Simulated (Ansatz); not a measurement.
# BP (F-43m): zone-centre modes under pressure, part 2 of 3

Aim: how do the optical modes of BP (F-43m) move with volume?

Ansatz 0.2.0; DFT PBE, scalar-relativistic, plane waves, PAW; PAW set soft_1.

So far. Step 3 (Tight relaxation): The forces vanish by symmetry and the pressure is 0.008 GPa, within the tolerances set. The cell now holds 11.76 Å³/atom.

**4. Zone-centre response at rest**

The modes at rest are the reference of the series, and the response to a field gives the dielectric tensor and the Born charges.

The input, input.yaml:

```yaml
crystal:
  lattice:
    - [0.0, 2.2741054519, 2.2741054519]
    - [2.2741054519, 0.0, 2.2741054519]
    - [2.2741054519, 2.2741054519, 0.0]
  atoms:
    - { symbol: B, position: [0.0, 0.0, 0.0] }
    - { symbol: P, position: [0.75, 0.75, 0.75] }
kpoints:
  mp_grid: { grid: [12, 12, 12] }
hamiltonian:
  xc: pbe
  pseudopotentials: { kind: paw, azcp: { folder: soft_1 } }
scf:
  occupations: { method: fixed }
output:
  eigenvalues: true
phonons:
  method: dfpt
  dielectric: true
  rigid_motions: translations
  raman: true
```

Started as:

```console
> ansatz run input.yaml --threads 4 --pin off --max-ram 10240MiB --backend cpu --events-out ev --progress --plain --runs-dir out
```

Numbers of over 12 decimals in the logs are rounded to 6 here.

The log of the run:

```text
[...]
Crystal: 2 atoms, lattice volume = 23.521 Å³
Basis set: ecut = 420 eV, 459 PW (Γ), exchange–correlation on 48×48×48 points (8 copies of the dense FFT grid, shifted against one another)
Bands: 8, of which v1, the nominal top of the filled ones, is band 4 counted from 1 (3 counted from 0)
Symmetry: 24 space group operations
k-points: 280 of 1728 (irreducible under 4 space group operations, time reversal used)
[...]
SCF iter   1: F=—  HF=-913.143473 eV  |F-HF|=—  |Δ(HF+E_count)|=         —  Δρ=9.03e-2  dr2=2.16e0  ethr=3.10e-3  ⟨swp⟩=5.0  Hψ=16258  notcnv=0  defer=529
[...]
SCF iter   8: F=-912.448315 eV  HF=-912.448315 eV  |F-HF|=7.96e-13  |Δ(HF+E_count)|=  2.15e-10  Δρ=6.26e-8  dr2=1.01e-12  ethr=1.25e-12  ⟨swp⟩=9.4  Hψ=16613  notcnv=0
SCF 1 converged in 8 iterations: F = -912.448315 eV  dr2 = 1.01e-12
[...]
NSCF: frozen V_eff on 1 k-points
DFPT response loops at Γ: preconditioner auto → none (the input reference at scf.mixing.eps_inf says where Resta's filter doesn't serve); β = 0.50; Broyden in place of MSR1
── the response to a field inside a basis, on 12×12×12 k-points: an SCF that follows is theirs, and a resumed run solves both again ──
Bands: 5, of which v1, the nominal top of the filled ones, is band 4 counted from 1 (3 counted from 0)
k-points: 182
[...]
Eigensolver: Dense (182 Hₖ)
SCF iter   1: F=—  HF=-912.448330 eV  |F-HF|=—  |Δ(HF+E_count)|=         —  Δρ=9.94e-5  dr2=3.03e-7  ethr=1.00e-1
[...]
SCF iter   4: F=-912.448332 eV  HF=-912.448332 eV  |F-HF|=2.40e-11  |Δ(HF+E_count)|=   3.91e-9  Δρ=5.01e-7  dr2=2.42e-11  ethr=1.64e-10
SCF 1 converged in 4 iterations: F = -912.448332 eV  dr2 = 2.42e-11
[...]
SCF converged after 8 iterations
Free energy (F): -912.448315 eV
[...]
Internal energy: -912.448315 eV  (E = F + TS)
E sigma→0 (E₀):  -912.448315 eV
Fermi energy:    9.151895 eV
[...]
--- Band table (eV; the first three rows and the last of 280) ---
[...]
--- Phonons (Γ-DFPT): 2 representative perturbations + reference, on 280 of 1728 k-points (Σ response iterations 6) ---
  k mesh reduced under 4 symmetry operations, with k and −k counted as one. Each operation leaves every solved perturbation unchanged. A smaller set is not considered because the run solves the response to a homogeneous field
  ASR residual: 3.265e-5 → 0.000e0 eV/Å²; symmetrization residual: 1.660e-7 eV/Å²
  ASR residual per site (eV/Å²): 3.26e-5 2.09e-5
  Γ frequencies (cm⁻¹): 0.00 0.00 0.00 799.59 799.59 799.59
  ε∞ (high-frequency dielectric tensor):
        9.157376    -0.000000    -0.000000
       -0.000000     9.157376     0.000000
       -0.000000     0.000000     9.157376
  ε⁰ (static dielectric tensor: ions relaxed, cell fixed):
        9.256695    -0.000000    -0.000000
       -0.000000     9.256695     0.000000
       -0.000000     0.000000     9.256695
  ε⁰ − ε∞ (ionic part):
        0.099319    -0.000000     0.000000
       -0.000000     0.099319     0.000000
        0.000000     0.000000     0.099319
  softest optical mode at Γ: 799.59 cm⁻¹; the repairs (sum rule, projections) moved no ω² at Γ by more than (0.92 cm⁻¹)²
  Born effective charges Z* (e; rows j = field, columns β = displacement):
    site 0:
        -0.49318    0.00000   -0.00000
        -0.00000   -0.49318   -0.00000
        -0.00000   -0.00000   -0.49318
    site 1:
         0.49318   -0.00000    0.00000
         0.00000    0.49318    0.00000
         0.00000    0.00000    0.49318
  Z* charge neutrality: 9.077e-5 e pre-enforcement
  solved inside a basis spanned on kpoints, on 12×12×12 k-points transformed towards the longest dipole: ε∞ is read to err by 2.5e-2, Z* by 5.5e-3 e (field_mesh: kpoints solves on kpoints); Z* is corrected for what the basis lacks
  Raman tensors (in the event stream and the table raman_tensors.tsv): an entry may err by 1.1e-3 Å², one of the second-order susceptibility by 5.1e-3 pm/V (basis, points and sum rule); their sum over the sites missed zero by 3.711e-5 Å² ahead of its enforcement
  optical modes at Γ without the LO–TO term, one row a degenerate level:
      ω (cm⁻¹)  modes    IR ((D/Å)²/amu)  static Raman (Å⁴/amu)  depolarisation
        799.59      3             2.1008               872.6516           0.750
  optical modes at Γ + LO–TO along q̂ = [1.0000, 0.0000, 0.0000]:
      ω (cm⁻¹)  modes    IR ((D/Å)²/amu)  static Raman (Å⁴/amu)  depolarisation
        799.59      2             1.4005               581.7677           0.750
        803.91      1             0.7003               312.2791           0.750
  optical modes at Γ + LO–TO along q̂ = [0.0000, 1.0000, 0.0000]:
      ω (cm⁻¹)  modes    IR ((D/Å)²/amu)  static Raman (Å⁴/amu)  depolarisation
        799.59      2             1.4005               581.7677           0.750
        803.91      1             0.7003               312.2791           0.750
  optical modes at Γ + LO–TO along q̂ = [0.0000, 0.0000, 1.0000]:
      ω (cm⁻¹)  modes    IR ((D/Å)²/amu)  static Raman (Å⁴/amu)  depolarisation
        799.59      2             1.4005               581.7677           0.750
        803.91      1             0.7003               312.2791           0.750
```

Wall time 25 s (4 threads of AMD EPYC 7B13 (Zen 3), shared host); peak memory 0.77 GiB.

The column dr2 measures how far the density is from self-consistency, as an energy; F and HF (Harris–Foulkes) agree once it is small.

This step gave:

```
sum-rule residual before enforcement                    : 3.26e-5 eV/Å²
miss of the charge sum rule                             : 9.08e-5 e
estimated error of the dielectric tensor                : 0.02531
estimated error of the Born charges                     : 0.005457 e
point group                                             : -43m
highest optical mode at the zone centre (no LO-TO term) : 799.6 cm⁻¹
lowest optical zone-centre mode                         : 799.6 cm⁻¹
mean high-frequency dielectric constant                 : 9.157
largest Born charge (third of the trace)                : -0.4932 e
mean static dielectric constant                         : 9.257
top of the zone-centre spectrum with the field          : 803.9 cm⁻¹
```

Without the LO-TO term. Patterns of degenerate modes are one choice out of their space. Modes at Γ, with each element's share of the kinetic energy:

```
mode  frequency (cm⁻¹)  symmetry  B %  P %
   1               0.0  acoustic   26   74
   2               0.0  acoustic   26   74
   3               0.0  acoustic   26   74
   4             799.6        T2   74   26
   5             799.6        T2   74   26
   6             799.6        T2   74   26
```

Displacements in mode 4 (799.6 cm⁻¹), the largest set to 1:
```
B1   0.00  1.00  0.00
P2   0.00 -0.35  0.00
```

Optical modes at the zone centre, without and with the macroscopic field of the longitudinal modes; each column is sorted by frequency, so a row need not hold one and the same mode. Modes with and without the field, by row:

```
rank among optical modes  no field (cm⁻¹)  q along (1, 0, 0) (cm⁻¹)
                       1            799.6                     799.6
                       2            799.6                     799.6
                       3            799.6                     803.9
```

Born charge (rows field, columns displacement) (e), principal values of the symmetric part by kind of site:

```
atom  atoms with these values      low   middle     high     mean
  B1                        1  -0.4932  -0.4932  -0.4932  -0.4932
  P2                        1   0.4932   0.4932   0.4932   0.4932
```

In full for P2:

```
0.4932 0.0000 0.0000
0.0000 0.4932 0.0000
0.0000 0.0000 0.4932
```

High-frequency dielectric tensor:

```
9.16 0.00 0.00
0.00 9.16 0.00
0.00 0.00 9.16
```

Static dielectric tensor (ions relaxed, fixed cell):

```
9.26 0.00 0.00
0.00 9.26 0.00
0.00 0.00 9.26
```

Transverse modes. Infrared lines, with heights relative to the strongest:

```
position (cm⁻¹)  label  relative intensity
            800     T2                 100
```

Activity x (w_L - w)^4 (n + 1)/w, 532 nm, 300 K; modes without the macroscopic field alone. Raman lines, with heights relative to the strongest:

```
position (cm⁻¹)  label  relative intensity
            800     T2                 100
```

Before it was imposed, the acoustic sum rule was missed by 3.3e-5 eV/Å² and the charge sum rule by 9.1e-5 e. Small misses are needed for a sound result but don't prove that mesh and cutoff are converged. The lowest optical mode is real, 800 cm⁻¹.

**5. Ground state of a member: 1.06 times the volume at rest**

The cell is set to 1.06 times the volume at rest; symmetry leaves nothing else free, so this is a single point.

input.yaml, the sections that differ from step 4:

```yaml
crystal:
  lattice:
    - [0.0, 2.3187070783, 2.3187070783]
    - [2.3187070783, 0.0, 2.3187070783]
    - [2.3187070783, 2.3187070783, 0.0]
  atoms:
    - { symbol: B, position: [0.0, 0.0, 0.0] }
    - { symbol: P, position: [0.75, 0.75, 0.75] }
scf:
  occupations: { method: gaussian, width: 0.02 }
output:
  forces: true
  stress: true
  eigenvalues: true
# kpoints, hamiltonian: as in step 4
# phonons: removed
```

The log of the run:

```text
[...]
Crystal: 2 atoms, lattice volume = 24.933 Å³
Basis set: ecut = 420 eV, 531 PW (Γ), exchange–correlation on 48×48×48 points (8 copies of the dense FFT grid, shifted against one another)
Bands: 8, of which v1, the nominal top of the filled ones, is band 4 counted from 1 (3 counted from 0)
Symmetry: 24 space group operations
[...]
k-points: 72 of 1728 (time reversal used)
[...]
SCF iter   1: F=—  HF=-912.992456 eV  |F-HF|=—  |Δ(HF+E_count)|=         —  Δρ=8.17e-2  dr2=1.88e0  ethr=3.10e-3  ⟨swp⟩=6.2  Hψ=5536  notcnv=0
[...]
SCF iter   7: F=-912.409390 eV  HF=-912.409390 eV  |F-HF|=1.08e-10  |Δ(HF+E_count)|=   1.62e-8  Δρ=1.71e-6  dr2=7.75e-10  ethr=1.09e-9  ⟨swp⟩=2.6  Hψ=2083  notcnv=0
SCF 1 converged in 7 iterations: F = -912.409390 eV  dr2 = 7.75e-10
[...]
SCF converged after 7 iterations
Free energy (F): -912.409390 eV
[...]
Internal energy: -912.409390 eV  (E = F + TS)
E sigma→0 (E₀):  -912.409390 eV
Fermi energy:    9.042758 eV
[...]
--- Stress (GPa, compression-positive) ---
       -8.434846       0.000000      -0.000000
        0.000000      -8.434846       0.000000
       -0.000000       0.000000      -8.434846
  P = ⅓ Tr σ = -8.4348 GPa (-84.348 kbar)
--- Band table (eV; the first three rows and the last of 72) ---
[...]
```

Wall time 0.55 s (4 threads); peak memory 0.35 GiB.

This step gave:

| Property | Result |
| --- | --- |
| pressure | -8.435 GPa |
| gap on the k-mesh | 1.330 eV |
| volume per atom | 12.47 Å³ |

The forces vanish by symmetry, at a pressure of -8.43 GPa.

**6. Modes of this member: 1.06 times the volume at rest**

The zone-centre modes follow for 1.06 times the volume at rest, with the response to a field.

input.yaml: that of step 5 with these lines changed.

```diff
@@ -14,6 +14,8 @@
 scf:
-  occupations: { method: gaussian, width: 0.02 }
+  occupations: { method: fixed }
 output:
-  forces: true
-  stress: true
   eigenvalues: true
+phonons:
+  method: dfpt
+  dielectric: true
+  rigid_motions: translations
```

The log of the run:

```text
[...]
Crystal: 2 atoms, lattice volume = 24.933 Å³
Basis set: ecut = 420 eV, 531 PW (Γ), exchange–correlation on 48×48×48 points (8 copies of the dense FFT grid, shifted against one another)
Bands: 8, of which v1, the nominal top of the filled ones, is band 4 counted from 1 (3 counted from 0)
Symmetry: 24 space group operations
k-points: 280 of 1728 (irreducible under 4 space group operations, time reversal used)
[...]
SCF iter   1: F=—  HF=-912.992420 eV  |F-HF|=—  |Δ(HF+E_count)|=         —  Δρ=8.17e-2  dr2=1.88e0  ethr=3.10e-3  ⟨swp⟩=5.1  Hψ=16297  notcnv=0  defer=533
[...]
SCF iter   8: F=-912.409390 eV  HF=-912.409390 eV  |F-HF|=2.27e-12  |Δ(HF+E_count)|=  2.97e-10  Δρ=1.27e-7  dr2=4.86e-12  ethr=1.25e-12  ⟨swp⟩=9.8  Hψ=16946  notcnv=0
SCF 1 converged in 8 iterations: F = -912.409390 eV  dr2 = 4.86e-12
[...]
Bands: 5, of which v1, the nominal top of the filled ones, is band 4 counted from 1 (3 counted from 0)
k-points: 182 of 1728 (irreducible under 6 space group operations, time reversal used)
[...]
Eigensolver: Dense (182 Hₖ)
SCF iter   1: F=—  HF=-912.409354 eV  |F-HF|=—  |Δ(HF+E_count)|=         —  Δρ=9.12e-5  dr2=2.74e-7  ethr=1.00e-1
[...]
SCF iter   2: F=-912.409355 eV  HF=-912.409355 eV  |F-HF|=3.32e-7  |Δ(HF+E_count)|=   9.58e-7  Δρ=4.69e-5  dr2=7.49e-8  ethr=3.43e-9
SCF 1 converged in 2 iterations: F = -912.409355 eV  dr2 = 7.49e-8
[...]
SCF converged after 8 iterations
Free energy (F): -912.409390 eV
[...]
Internal energy: -912.409390 eV  (E = F + TS)
E sigma→0 (E₀):  -912.409390 eV
Fermi energy:    8.377741 eV
[...]
--- Band table (eV; the first three rows and the last of 280) ---
[...]
ASR residual: 8.369e-5 → 0.000e0 eV/Å²; symmetrization residual: 3.971e-7 eV/Å²
  ASR residual per site (eV/Å²): 8.37e-5 2.61e-5
  Γ frequencies (cm⁻¹): 0.00 0.00 0.00 753.73 753.73 753.73
  ε∞ (high-frequency dielectric tensor):
        9.203867     0.000000     0.000000
        0.000000     9.203867     0.000000
        0.000000     0.000000     9.203867
  ε⁰ (static dielectric tensor: ions relaxed, cell fixed):
        9.244450    -0.000000     0.000000
       -0.000000     9.244450     0.000000
        0.000000     0.000000     9.244450
  ε⁰ − ε∞ (ionic part):
        0.040583    -0.000000    -0.000000
       -0.000000     0.040583     0.000000
       -0.000000     0.000000     0.040583
[...]
Born effective charges Z* (e; rows j = field, columns β = displacement):
    site 0:
        -0.30596    0.00000    0.00000
         0.00000   -0.30596    0.00000
         0.00000   -0.00000   -0.30596
    site 1:
         0.30596   -0.00000   -0.00000
        -0.00000    0.30596   -0.00000
        -0.00000    0.00000    0.30596
  Z* charge neutrality: 5.319e-6 e pre-enforcement
  solved inside a basis spanned on kpoints, on 12×12×12 k-points, its susceptibility summed on 16×16×16: ε∞ is read to err by 2.6e-2, Z* by 5.4e-3 e (field_mesh: kpoints solves on kpoints); Z* is corrected for what the basis lacks
  optical modes at Γ without the LO–TO term, one row a degenerate level:
      ω (cm⁻¹)  modes    IR ((D/Å)²/amu)
        753.73      3             0.8086
  optical modes at Γ + LO–TO along q̂ = [1.0000, 0.0000, 0.0000]:
      ω (cm⁻¹)  modes    IR ((D/Å)²/amu)
        753.73      2             0.5390
        755.39      1             0.2695
  optical modes at Γ + LO–TO along q̂ = [0.0000, 1.0000, 0.0000]:
      ω (cm⁻¹)  modes    IR ((D/Å)²/amu)
        753.73      2             0.5390
        755.39      1             0.2695
  optical modes at Γ + LO–TO along q̂ = [0.0000, 0.0000, 1.0000]:
      ω (cm⁻¹)  modes    IR ((D/Å)²/amu)
        753.73      2             0.5390
        755.39      1             0.2695
```

Wall time 9 s (4 threads); peak memory 0.61 GiB; 32 s of CPU time.

This step gave:

```
sum-rule residual before enforcement                    : 8.37e-5 eV/Å²
miss of the charge sum rule                             : 5.32e-6 e
estimated error of the dielectric tensor                : 0.02582
estimated error of the Born charges                     : 0.005361 e
highest optical mode at the zone centre (no LO-TO term) : 753.7 cm⁻¹
lowest optical zone-centre mode                         : 753.7 cm⁻¹
mean high-frequency dielectric constant                 : 9.204
largest Born charge (third of the trace)                : -0.306 e
mean static dielectric constant                         : 9.245
top of the zone-centre spectrum with the field          : 755.4 cm⁻¹
```

Without the LO-TO term. Patterns of degenerate modes are one choice out of their space. The modes at Γ (shares of kinetic energy by element, %):

```
mode  frequency (cm⁻¹)  symmetry  B %  P %
   1               0.0  acoustic   26   74
   2               0.0  acoustic   26   74
   3               0.0  acoustic   26   74
   4             753.7        T2   74   26
   5             753.7        T2   74   26
   6             753.7        T2   74   26
```

Transverse modes. Infrared lines, with heights relative to the strongest:

```
position (cm⁻¹)  label  relative intensity
            754     T2                 100
```

The optical mode without the LO-TO term lies at 753.7 cm⁻¹.

**7. Ground state of a member: 0.9 times the volume at rest**

The cell is set to 0.9 times the volume at rest; symmetry leaves nothing else free, so this is a single point.

input.yaml, the sections that differ from step 6:

```yaml
crystal:
  lattice:
    - [0.0, 2.1956246733, 2.1956246733]
    - [2.1956246733, 0.0, 2.1956246733]
    - [2.1956246733, 2.1956246733, 0.0]
  atoms:
    - { symbol: B, position: [0.0, 0.0, 0.0] }
    - { symbol: P, position: [0.75, 0.75, 0.75] }
scf:
  occupations: { method: gaussian, width: 0.02 }
output:
  forces: true
  stress: true
  eigenvalues: true
# kpoints, hamiltonian: as in step 6
# phonons: removed
```

The log of the run:

```text
[...]
Crystal: 2 atoms, lattice volume = 21.169 Å³
Basis set: ecut = 420 eV, 411 PW (Γ), exchange–correlation on 48×48×48 points (8 copies of the dense FFT grid, shifted against one another)
Bands: 8, of which v1, the nominal top of the filled ones, is band 4 counted from 1 (3 counted from 0)
Symmetry: 24 space group operations
[...]
k-points: 72 of 1728 (time reversal used)
[...]
Free energy (F): -912.307577 eV
[...]
Internal energy: -912.307577 eV  (E = F + TS)
E sigma→0 (E₀):  -912.307577 eV
Fermi energy:    11.180453 eV
[...]
--- Stress (GPa, compression-positive) ---
       20.835127       0.000000      -0.000000
        0.000000      20.835127       0.000000
       -0.000000       0.000000      20.835127
  P = ⅓ Tr σ = 20.8351 GPa (208.351 kbar)
--- Band table (eV; the first three rows and the last of 72) ---
[...]
[key lines of the parts left out:]
SCF converged after 7 iterations
```

Wall time 0.49 s (4 threads); peak memory 0.34 GiB; 1.5 s of CPU time.

Numbers from this step:

| Property | Result |
| --- | --- |
| pressure | 20.84 GPa |
| gap on the k-mesh | 1.091 eV |
| volume per atom | 10.58 Å³ |

The forces vanish by symmetry, at a pressure of 20.84 GPa.

[end of part 2 of 3]

[Logs are printed without paths, hosts, clocks, repeated set-up lines and the standing remarks that a program may print on its own settings, such as how far it seeks lower states.]

[Hosts, paths, dates, database ids (printed as entryN), source tags and the programs' standing remarks are cut or masked in the printed files.]
